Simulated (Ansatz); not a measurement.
# SiC (P6_3mc):Ta_Si, thermodynamic levels from a 108-atom cell

Charge states of Ta_Si in SiC (P6_3mc), set against the band edges. Model: a cell of 108 host atoms with 1 Si taken out and 1 Ta put in.

Method: place-levels on r2SCAN runs: charge-transition levels and formation energies with image-charge correction and potential alignment at the atomic sites; PAW set soft_1, in Ansatz 0.2.0.

The experiments to compare with:

“Charge spill-out and work function of few-layer graphene on SiC(0001)” (2018, arxiv:1806.04908) quotes from earlier work for SiC, 6H (bulk crystal, literature): band gap (indirect gap, experimental literature value) 3.03 eV [Literature value cited in passing in the theory part; temperature and measurement method …].

Report form: the programs' logs are mostly left out.

## Step 1: Starting point

The cell holds 108 atoms: 53 Si, 54 C and 1 Ta. Its edges and angles: a = 9.236 Å, b = 9.236 Å, c = 15.108 Å, α = 90.0°, β = 90.0°, γ = 120.0°. It derives from SiC (space group P6_3mc). Nearest the centre at fractional (0.667, 0.667, 0.500): Ta101 at 0.00 Å, C71 at 1.89 Å, C107 at 1.89 Å, C59 at 1.89 Å, C104 at 1.89 Å, Si77 at 3.08 Å, Si53 at 3.08 Å, Si5 at 3.08 Å.

Screening for the image-charge correction: ε∞ = (7.09, 7.09, 7.35), ε0 = (10.43, 10.43, 10.95), computed on the host (DFPT, PBEsol, on the r2SCAN cell), and a cell off the functional's own equilibrium shifts the ionic part.

The cell's shortest repeat is 9.2 Å.

## Step 2: Charge states

A transition level is the Fermi level at which two charge states cost the same, so each charge needs its own total energy, at its own relaxed structure.

Each atom starts 0.05 Å or so off its site in a random direction: a symmetric start keeps its symmetry, and would miss off-centre moves and Jahn–Teller distortions. Forces are taken at one point at (¼, ¼, ¼). The cell holds 1 electron more than the neutral one, with a uniform background that keeps it neutral on the whole.

The sampling was tested on the host first: at the k-points planned (1x1x1 shifted 0.25 0.25 0.25) its energy lies -0.041 eV an atom from the dense-mesh value, a large miss, so this sampling is coarse for the host.

One of the inputs; charge, spin and start change from state to state.

Input file qm1.relax/input.yaml:

```yaml
crystal:
  lattice:
    - [9.23599493, 0.0, 0.0]
    - [-4.61799746, 7.99860624, 0.0]
    - [0.0, 0.0, 15.1078644]
  atoms:
    - { symbol: Si, position: [0.11111111, 0.22222222, 0.8329854] }
    - { symbol: Si, position: [0.22222222, 0.11111111, 0.3329854] }
[... 2 atom lines left out ...]
    - { symbol: Si, position: [0.0, 0.0, 0.49972248] }
[... 17 atom lines left out ...]
    - { symbol: C, position: [0.22222222, 0.44444444, 0.54152848] }
[... 5 atom lines left out ...]
    - { symbol: Si, position: [0.0, 0.66666667, 0.49972248] }
[... 20 atom lines left out ...]
    - { symbol: Si, position: [0.55555556, 0.44444444, 0.3329854] }
    - { symbol: Si, position: [0.55555556, 0.44444444, 0.66650102] }
[... 1 atom line left out ...]
    - { symbol: Si, position: [0.33333333, 0.33333333, 0.49972248] }
[... 5 atom lines left out ...]
    - { symbol: C, position: [0.55555556, 0.44444444, 0.54152848] }
[... 2 atom lines left out ...]
    - { symbol: Si, position: [0.55555556, 0.77777778, 0.3329854] }
    - { symbol: Si, position: [0.55555556, 0.77777778, 0.66650102] }
[... 1 atom line left out ...]
    - { symbol: Si, position: [0.33333333, 0.66666667, 0.49972248] }
[... 5 atom lines left out ...]
    - { symbol: C, position: [0.55555556, 0.77777778, 0.54152848] }
[... 5 atom lines left out ...]
    - { symbol: Si, position: [0.66666667, 0.0, 0.49972248] }
[... 5 atom lines left out ...]
    - { symbol: C, position: [0.88888889, 0.11111111, 0.54152848] }
[... 5 atom lines left out ...]
    - { symbol: Si, position: [0.66666667, 0.33333333, 0.49972248] }
[... 5 atom lines left out ...]
    - { symbol: C, position: [0.88888889, 0.44444444, 0.54152848] }
[... 2 atom lines left out ...]
    - { symbol: Si, position: [0.88888889, 0.77777778, 0.3329854] }
    - { symbol: Si, position: [0.88888889, 0.77777778, 0.66650102] }
[... 1 atom line left out ...]
    - { symbol: Ta, position: [0.66666667, 0.66666667, 0.49972248] }
[... 2 atom lines left out ...]
    - { symbol: C, position: [0.66666667, 0.66666667, 0.37436694] }
[... 2 atom lines left out ...]
    - { symbol: C, position: [0.88888889, 0.77777778, 0.54152848] }
    - { symbol: C, position: [0.77777778, 0.88888889, 0.04152848] }
  host:
    repeats: [3, 3, 1]
    atoms:
      - { symbol: Si, position: [0.33333333, 0.66666667, 0.8329854] }
      - { symbol: Si, position: [0.66666667, 0.33333333, 0.3329854] }
      # ... 10 more atoms of the perfect host
total_charge: -1
basis:
  ecutwfc: 500
  xc_grid: 2
hamiltonian:
  xc: r2scan
  pseudopotentials: { kind: paw, azcp: { folder: soft_1 } }
kpoints:
  mp_grid: { grid: [1, 1, 1], shift: [0.25, 0.25, 0.25] }
scf:
  occupations: { method: fixed }
  max_iter: 80
output:
  forces: true
  charged_corrections:
    epsilon: [7.09, 7.09, 7.35]
    static_epsilon: [10.43, 10.43, 10.95]
    defect_position: [0.666667, 0.666667, 0.499722]
relax:
  f_tol: 0.02
  max_steps: 80
  random_displacement: { amplitude: 0.05, seed: 2105 }
checkpoint:
  write: "../qm1.relax.run"
  compress: false
  write_wavefunctions: true
  write_every: 100000
```

On the command line:

```
$ ansatz run input.yaml --threads 4 --pin off --max-ram 15073MiB --backend cpu --events-out ev --progress --plain --runs-dir out
```

Defect states can disperse in a cell of this size, so the energy is taken again at a 2×2×2 shifted mesh, on the relaxed structure.

The run of this state that the levels use, under r2SCAN:

Input file qm1.point/input.yaml:

```yaml
crystal:
  checkpoint: "../qm1.relax.run"
  host: checkpoint
total_charge: -1
basis:
  ecutwfc: 500
  xc_grid: 2
hamiltonian:
  xc: r2scan
  pseudopotentials: { kind: paw, azcp: { folder: soft_1 } }
kpoints:
  mp_grid: { grid: [2, 2, 2], shift: [0.5, 0.5, 0.5] }
scf:
  occupations: { method: fermi_dirac, width: 0.01 }
  max_iter: 80
output:
  forces: true
  eigenvalues: true
  charged_corrections:
    epsilon: [7.09, 7.09, 7.35]
    static_epsilon: [10.43, 10.43, 10.95]
    defect_position: [0.666667, 0.666667, 0.499722]
  eigenstates: { localisation: true }
  populations: true
  band_densities: [{ bands: [v1, v1] }, { bands: [c1, c1] }]
  write_density: true
  write_potential: true
  volumetric_format: npy
checkpoint:
  read: "../qm1.relax.run"
  write: "../qm1.point.run"
  compress: false
  write_wavefunctions: false
  write_every: 100000
```

Relaxations under r2SCAN at one point at (¼, ¼, ¼); times on 4 threads of Arm Neoverse V1, shared host:

```csv
charge,moment (μB),occupations,outcome,steps,largest displacement against the far atoms (Å),time
−1,0,fixed,converged,8,0.17,4.9 min
0,1,fixed,converged,9,0.20,14 min
+1,0,fixed,converged,5,0.14,3.3 min
−1,2,fixed,converged,9,0.18,13 min
```

Single points under r2SCAN at a 2×2×2 shifted mesh; times on 4 threads of Arm Neoverse V1, shared host:

```
charge  moment (μB)  occupations    outcome     time
    −1            0  fermi-dirac  converged  4.2 min
     0            1  fermi-dirac  converged   12 min
    +1            0  fermi-dirac  converged  3.9 min
    −1            2  fermi-dirac  converged   11 min
```

Distances (Å) from Ta101 to the nearest atoms after relaxation with r2SCAN:

```
charge  moment (μB)      1.      2.      3.      4.       5.       6.
    −1            0  C 2.01  C 2.02  C 2.04  C 2.07  Si 3.05  Si 3.05
    −1            2  C 2.02  C 2.05  C 2.05  C 2.06  Si 3.09  Si 3.09
     0            1  C 2.03  C 2.04  C 2.05  C 2.05  Si 3.07  Si 3.08
    +1            0  C 2.00  C 2.01  C 2.02  C 2.02  Si 3.10  Si 3.10
```

## Step 3: Levels against the band edges, r2SCAN

A charged cell interacts with its images and the background, and its potential has another zero than the host's. place-levels removes the first by a point-charge model, screened by the static dielectric constant since the ions have relaxed around the charge, and the second by comparing potentials at atoms far from the defect.

The host is a run of the defect-free crystal in the same cutoffs, grids and k-points, so that basis and sampling errors cancel in part in the differences. The host is run in a cell of 12 atoms on a matching mesh. Its band edges are searched through the zone by a band path, so the gap is smaller than, or equal to, that on the mesh. Chemical potentials are energies per atom of Si (diamond) and Ta (bcc), run with the same functional and cutoff.

Input file levels.point.yaml:

```yaml
host:
  run: host.point.run
states: [qm1.point.run, q0_M1.point.run, qp1.point.run, qm1_M2.point.run]
geometry_from:
  qm1.point.run: qm1.relax.run
  q0_M1.point.run: q0_M1.relax.run
  qp1.point.run: qp1.relax.run
  qm1_M2.point.run: qm1_M2.relax.run
  host.point.run: host.relax.run
chemical_potentials:
  Si:
    energy: -639.06578
    dataset: <sha256 of the dataset>
  Ta:
    energy: -9945.170238
    dataset: "<sha256 of the dataset>"
epsilon: [7.09, 7.09, 7.35]
static_epsilon: [10.43, 10.43, 10.95]
vertical:
  - { from: qm1.point.run, to: qm1.point_neutral.run }
  - { from: qp1.point.run, to: qp1.point_neutral.run }
  - { from: qm1_M2.point.run, to: qm1_M2.point_neutral.run }
```

On the command line:

```
$ ansatz place-levels levels.point.yaml -- --threads 4 --pin off --max-ram 15073MiB
```

Wall time 0.66 s (4 threads of Arm Neoverse V1, shared host).

Levels between the charges placed, in eV above the valence top:

```csv
,gap (eV),(+1/0),(0/−1)
r2SCAN,2.37,2.16,2.39
```

Corrections by state:

| charge | moment (μB) | image terms and alignment (eV) | band filling (eV) | ε used | over the lowest of its charge, as the program ranks them, band filling apart (eV) |
| --- | --- | --- | --- | --- | --- |
| +1 | 0.0 | 0.354 | - | principal values (10.43, 10.43, 10.95) | 0.000 |
| 0 | 1.0 | 0.000 | - | - | 0.000 |
| −1 | 2.0 | -0.078 | -0.207 | principal values (10.43, 10.43, 10.95) | 0.000 |
| −1 | 0.0 | -0.094 | - | principal values (10.43, 10.43, 10.95) | 0.049 |

The charged structures listed were also run neutral, and place-levels reads from each pair, by the potential or the spins, how wide the charge is by which they differ; that can be the carrier of either run.

| charge | rms radius (Å) | spread where it is widest against the cell (Å) | wide from (Å) | reading |
| --- | --- | --- | --- | --- |
| +1 | 3.9 | 1.95 | 1.39 | wide |
| −1 | 4.2 | 2.13 | 1.39 | wide |

The neutral runs of these pairs need not share the spin of the lowest neutral state, and very wide values only mean spread over the cell.

From the program's caveats on the states, each cut to its opening words:

- charge +1: it parts from the run at its places by a charge that spreads by about 1.9 Å along one vector (1.4 Å or more is wide), by its potential at epsilon [7.09, 7.09, [...]
- charge 0 (1 μB), −1 (2 μB): flagged: stability check not made
- charge −1 (2 μB): it parts from the run at its places by a charge that spreads by about 2.1 Å along one vector (1.4 Å or more is wide), by its potential at epsilon [7.09, 7.09, [...]
- charge −1 (2 μB): a band-filling correction moves a carrier to the host's band edge, which changes its energy by -0.207 eV
- charge −1 (2 μB): the host's ions (past the first shell or, of a walk that freed a part, those that it held) aren't shown at rest: they stand up to 0.059 Å off their sites, 1.36 [...]
- charge −1 (2 μB): its sublattices stand up to 0.0202 Å off the host's, which by the two runs' forces adds about +0.02 eV to its energy against the host's, and moves the band [...]
- charge −1: it parts from the run at its places by a charge that spreads by about 3.2 Å along one vector (1.4 Å or more is wide), by its potential at epsilon [7.09, 7.09, [...]
- charge −1: its alignment with the host at atomic sites is doubtful: the mean over the far sites moves by -0.0504 eV from their farther parts to their nearer, more than [...]
- charge −1: the host's ions (past the first shell or, of a walk that freed a part, those that it held) aren't shown at rest: they stand up to 0.054 Å off their sites, 1.43 [...]
- charge −1: its sublattices stand up to 0.0202 Å off the host's, which by the two runs' forces adds about +0.01 eV to its energy against the host's, and moves the band [...]

Chemical potentials of the elements' reference phases, run alike. Formation energies (elemental references), with the Fermi level at the valence top and at the conduction bottom (gap 2.37 eV):

| charge | at valence top (eV) | at conduction bottom (eV) | correction included (eV) |
| --- | --- | --- | --- |
| +1 | 1.38 | 3.75 | 0.35 |
| 0 | 3.55 | 3.55 | 0.00 |
| −1 | 5.94 | 3.57 | -0.29 |

```json
{"Fermi level (eV)": "0.00", "lowest formation energy (eV)": "1.38"}
{"Fermi level (eV)": "0.22", "lowest formation energy (eV)": "1.60"}
{"Fermi level (eV)": "0.43", "lowest formation energy (eV)": "1.81"}
{"Fermi level (eV)": "0.65", "lowest formation energy (eV)": "2.03"}
{"Fermi level (eV)": "0.86", "lowest formation energy (eV)": "2.24"}
{"Fermi level (eV)": "1.08", "lowest formation energy (eV)": "2.46"}
{"Fermi level (eV)": "1.29", "lowest formation energy (eV)": "2.67"}
{"Fermi level (eV)": "1.51", "lowest formation energy (eV)": "2.89"}
{"Fermi level (eV)": "1.72", "lowest formation energy (eV)": "3.11"}
{"Fermi level (eV)": "1.94", "lowest formation energy (eV)": "3.32"}
{"Fermi level (eV)": "2.15", "lowest formation energy (eV)": "3.54"}
{"Fermi level (eV)": "2.37", "lowest formation energy (eV)": "3.55"}
```

## Step 4: Effect of the sampling

The relaxations' own energies give the levels at their sampling, for comparison.

Input file levels.relax_mesh.yaml:

```yaml
host:
  run: host.relax.run
states: [qm1.relax.run, q0_M1.relax.run, qp1.relax.run, qm1_M2.relax.run]
chemical_potentials:
  Si:
    energy: -639.06578
    dataset: <sha256 of the dataset>
  Ta:
    energy: -9945.170238
    dataset: "<sha256 of the dataset>"
```

On the command line:

```
$ ansatz place-levels levels.relax_mesh.yaml -- --threads 4 --pin off --max-ram 15073MiB
```

The job ended after 0.19 s (4 threads).

Levels between neighbouring charges, in eV above the valence top:

|  | gap (eV) | (+1/0) | (0/−1) |
| --- | --- | --- | --- |
| one point at (¼, ¼, ¼) | 2.38 | 2.18 | 2.43 |
| a 2×2×2 shifted mesh | 2.37 | 2.16 | 2.39 |

Going from one point at (¼, ¼, ¼) to a 2×2×2 shifted mesh moves the levels that carry no band-filling term by up to 0.01 eV and formation energies against the elements by up to 0.34 eV; band-filling terms, which differ between samplings, are in these energies.

## Step 5: What came out

```yaml
gap_of_the_host: 2.37 eV (r2SCAN)
level_plus_1_over_0: 2.16 eV above the valence top
level_0_minus_1: 2.39 eV above the valence top, past the conduction bottom (2.60 eV above the valence top without the band-filling term)
lowest_of_the_charges_placed_just_above_the_valence_top_0p02_ev: +1
lowest_of_the_charges_placed_just_below_the_conduction_bottom_0p02_ev: 0
lowest_formation_energy_at_mid_gap_of_the_charges_run_elemental_references: 2.57 eV
```

Of the charges placed (−1, 0 and +1), the lowest changes at 2.16 eV (+1/0) above the valence top, in a gap of 2.37 eV. (+1/0) lies nearer to a band edge than the share of the finite-size correction in it (0.35 eV), and that correction holds for a localised charge alone. Charges above +1 were not placed, so these runs say nothing of levels that involve them. States placed: +1 at 0 μB; 0 at 1 μB; −1 at 2 μB and 0 μB. Other spin states or structures, where not listed, weren't placed. The program finds carriers beyond a band edge of the host and adds a band-filling term at charge −1 (-0.21 eV); steps to such a charge show no bound level, and a defect level inside a band would be read the same way. Ta is taken at its element; compounds, which aren't counted here, bound the chemical potentials and would shift these formation energies. Going from one point at (¼, ¼, ¼) to a 2×2×2 shifted mesh moves the levels that carry no band-filling term by up to 0.01 eV and formation energies against the elements by up to 0.34 eV; band-filling terms, which differ between samplings, are in these energies. The program doubts the alignment of potentials for at least one state, a sign that the cell is small. Keep in mind: r2SCAN makes the gap too small and tends to spread out bound carriers; spin–orbit coupling, which can matter with heavy atoms, is left out; force components of up to 0.81 eV/Å remain in a run at the final settings.

Comparison with the measured values:

```
                             quantity  measured           r2SCAN
band gap (least gap of the host) (eV)      3.03  2.37 (-0.66 eV)
```

Measured values from arxiv:1806.04908 (2018).

How well it matches: The band gap is off by -0.66 eV: a clear miss. Local and semilocal functionals usually give gaps below the measured ones. Zero-point and thermal motion shift the measured gap.

[Logs are printed without paths, hosts, clocks, repeated set-up lines and the standing remarks that a program may print on its own settings, such as how far it seeks lower states.]

[Hosts, paths, dates, database ids (printed as entryN), source tags and the programs' standing remarks are cut or masked in the printed files.]

[Where a table of states has a column of steps, it counts the stored structures, which are thinned; the runs took as many ionic steps or more.]

[A defect's name tells the site on which it was built; relaxed atoms can leave that site.]

[For some hosts the program warned that the k-mesh of the response run may be too coarse for force constants and the static dielectric constant; such warnings are not shown here.]
